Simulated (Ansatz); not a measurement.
# AlNi (Pm-3m): zone-centre modes under pressure, part 2 of 2

Aim: how do the optical modes of AlNi (Pm-3m) move with volume?

Ansatz 0.2.0; DFT LDA, scalar-relativistic, plane waves, PAW; PAW set soft_1.

So far, highest optical mode at the zone centre (no LO-TO term) (cm⁻¹): step 5 (modes at rest) 307; step 7 (volume ratio 1.06) 272.

The database entry behind the starting cell differs from later determinations by our own check (about 0.2 % short), so it need not match the best structure at ambient conditions.

### Step 8. Ground state of a member: 0.9 times the volume at rest

The cell is set to 0.9 times the volume at rest; symmetry leaves nothing else free, so this is a single point.

Input file input.yaml:

```yaml
crystal:
  lattice:
    - [2.7341854379, 0.0, 0.0]
    - [0.0, 2.7341854379, 0.0]
    - [0.0, 0.0, 2.7341854379]
  atoms:
    - { symbol: Al, position: [0.0, 0.0, 0.0] }
    - { symbol: Ni, position: [0.5, 0.5, 0.5] }
kpoints:
  mp_grid: { grid: [16, 16, 16] }
hamiltonian:
  xc: lda
  pseudopotentials: { kind: paw, azcp: { folder: soft_1 }, xc_functional: pbe }
scf:
  occupations: { method: methfessel_paxton, width: 0.2 }
output:
  forces: true
  stress: true
  eigenvalues: true
```

Started as:

```console
$ ansatz run input.yaml --threads 4 --pin off --max-ram 10240MiB --backend cpu --events-out ev --progress --plain --runs-dir out
```

Numbers of over 12 decimals in the logs are rounded to 6 here.

Log:

```text
[...]
Crystal: 2 atoms, lattice volume = 20.440 Å³
Basis set: ecut = 420 eV, 389 PW (Γ)
Bands: 15, of which v1, the nominal top of the filled ones, is band 11 counted from 1 (10 counted from 0)
Symmetry: 48 space group operations
[...]
k-points: 165 of 4096
[...]
--- Band table (eV; the first three rows and the last of 165) ---
  k-point 0: bands = [... 7 lower, 14.4857, 14.4857, 14.4857, 22.5545, 22.5545, 22.5545, 25.0833, 25.0833]
  k-point 1: bands = [... 7 lower, 14.4468, 14.4468, 14.4902, 21.6705, 22.6594, 22.6594, 25.0763, 25.9094]
  k-point 2: bands = [... 7 lower, 14.3391, 14.3391, 14.5027, 20.1742, 22.9662, 22.9662, 25.0557, 27.2223]
  k-point 164: bands = [... 7 lower, 15.1905, 15.1905, 18.2426, 18.2426, 18.2426, 21.4674, 21.6297, 21.6297]
[key lines of the parts left out:]
SCF converged after 8 iterations
Free energy (F): -6287.515600 eV
Fermi energy:    16.386959 eV
P = ⅓ Tr σ = 24.6226 GPa (246.226 kbar)
```

Elapsed: 0.97 s, on 4 threads of Arm Neoverse V1, shared host; peak memory 0.33 GiB; 3.2 s of CPU time.

Numbers from this step:

* pressure: 24.62 GPa
* volume per atom: 10.22 Å³

The forces vanish by symmetry, at a pressure of 24.62 GPa.

### Step 9. Zone-centre modes of the member: 0.9 times the volume at rest

The zone-centre modes follow for 0.9 times the volume at rest.

Edit input.yaml of step 8 so:

```diff
@@ -16,4 +16,4 @@
 output:
-  forces: true
-  stress: true
   eigenvalues: true
+phonons:
+  method: dfpt
```

Log:

```text
[...]
Crystal: 2 atoms, lattice volume = 20.440 Å³
Basis set: ecut = 420 eV, 389 PW (Γ), exchange–correlation on 40×40×40 points (8 copies of the dense FFT grid, shifted against one another)
Bands: 15, of which v1, the nominal top of the filled ones, is band 11 counted from 1 (10 counted from 0)
Symmetry: 48 space group operations
k-points: 405 of 4096 (irreducible under 8 space group operations, time reversal used)
[...]
k-point 2: bands = [... 7 lower, 14.3391, 14.3391, 14.5028, 20.1742, 22.9662, 22.9662, 25.0557, 27.2223]
  k-point 404: bands = [... 7 lower, 15.1905, 15.1905, 18.2426, 18.2426, 18.2426, 21.4674, 21.6297, 21.6297]
[...]
ASR residual: 1.479e-5 → 0.000e0 eV/Å²; symmetrization residual: 6.647e-7 eV/Å²
  ASR residual per site (eV/Å²): 2.00e-7 1.48e-5
  Γ frequencies (cm⁻¹): 0.00 0.00 0.00 373.82 373.82 373.82
[...]
[key lines of the parts left out:]
SCF converged after 9 iterations
Free energy (F): -6287.515600 eV
Fermi energy:    16.386964 eV
```

The job ended after 8.6 s (4 threads; peak memory 0.64 GiB; 31 s of CPU time).

This step gave:

```
sum-rule residual before enforcement                    : 1.48e-5 eV/Å²
highest optical mode at the zone centre (no LO-TO term) : 373.8 cm⁻¹
lowest optical zone-centre mode                         : 373.8 cm⁻¹
```

Patterns of degenerate modes are one choice out of their space. The modes at Γ (shares of kinetic energy by element, %):

```csv
mode,frequency (cm⁻¹),symmetry,Al %,Ni %
1,0.0,acoustic,31,69
2,0.0,acoustic,31,69
3,0.0,acoustic,31,69
4,373.8,T1u,69,31
5,373.8,T1u,69,31
6,373.8,T1u,69,31
```

The optical mode lies at 373.8 cm⁻¹.

Between step 5 and this run (volume ratio 0.9) the value for the highest optical mode at the zone centre (no LO-TO term) moves from 307 cm⁻¹ to 374 cm⁻¹ (+22 %).

### Step 10. The series together

The members are set side by side, also those not shown above.

Each row is one cell with its response, relaxed at fixed volume as far as symmetry leaves anything free; energies are extrapolated to zero smearing, and E0 is that at rest; shape and atoms are relaxed in each cell where symmetry leaves them free; all runs use 16×16×16 k points and Methfessel-Paxton smearing of 0.2 eV. State of the crystal along the series:

```csv
volume ratio,V (Å³/atom),pressure (GPa),E - E0 (meV/atom)
0.9,10.22,24.62,79.5
0.92,10.45,18.58,48.94
0.94,10.67,13.16,26.5
0.96,10.9,8.298,11.35
0.98,11.13,3.927,2.736
0.99,11.24,1.912,0.6695
1,11.36,0.001143,0
1.02,11.58,-3.526,2.543
1.04,11.81,-6.694,9.823
1.06,12.04,-9.541,21.36
```

Each mode is tracked from rest by its pattern, and modes that stay within 0.3 cm⁻¹ of each other stand once; shape and atoms are relaxed in each cell where symmetry leaves them free; all runs use 16×16×16 k points and Methfessel-Paxton smearing of 0.2 eV. Optical modes along the series:

```csv
V (Å³/atom),mode 4 T1u (cm⁻¹)
10.22,373.8
10.45,359.7
10.67,346
10.9,332.7
11.13,319.8
11.24,313.5
11.36,307.3
11.58,295.1
11.81,283.2
12.04,271.6
```

From cubic fits (parabolas where under five rows exist) of ln ω and P against ln V through the rows within about 4 % of rest: γ = −d ln ω / d ln V and dω/dP = γ ω / B. Slopes at rest:

```csv
mode,fitted frequency at rest (cm⁻¹),Grüneisen parameter γ,dω/dP (cm⁻¹/GPa)
mode 4 T1u,307.3,2.01,3.32
```

### Step 11. Results

| Quantity | Value |
| --- | --- |
| members | 10 |
| highest optical mode at the zone centre (no LO-TO term), at rest | 307.3 cm⁻¹ |
| bulk modulus at rest | 186 GPa |
| mode 4 T1u, γ | 2.01 |

**Reading.** The series spans -9.5 to 24.6 GPa, and the slope at rest gives a bulk modulus of 186 GPa. The optical mode has γ = 2.01 and moves by 3.3 cm⁻¹ for each GPa. One k mesh and one cutoff serve the ground states and modes of all volumes. These are harmonic frequencies at zero temperature: anharmonic shifts, linewidths and thermal expansion are left out. With no gap, or one that is small against the smearing, the frequencies hang on the k mesh and the smearing, most of all near Kohn anomalies. The runs are without spin polarisation, although the cell has an odd electron count. The PAW files were made for PBE; the program adapts parts of them to the functional of the run, but their partial waves stay those of PBE, an approximation that was not tested in this session. Only the zone centre was solved, so an instability at another wavevector cannot show here.

[Logs are printed without paths, hosts, clocks, repeated set-up lines and the standing remarks that a program may print on its own settings, such as how far it seeks lower states.]

[Hosts, paths, dates, database ids (printed as entryN), source tags and the programs' standing remarks are cut or masked in the printed files.]
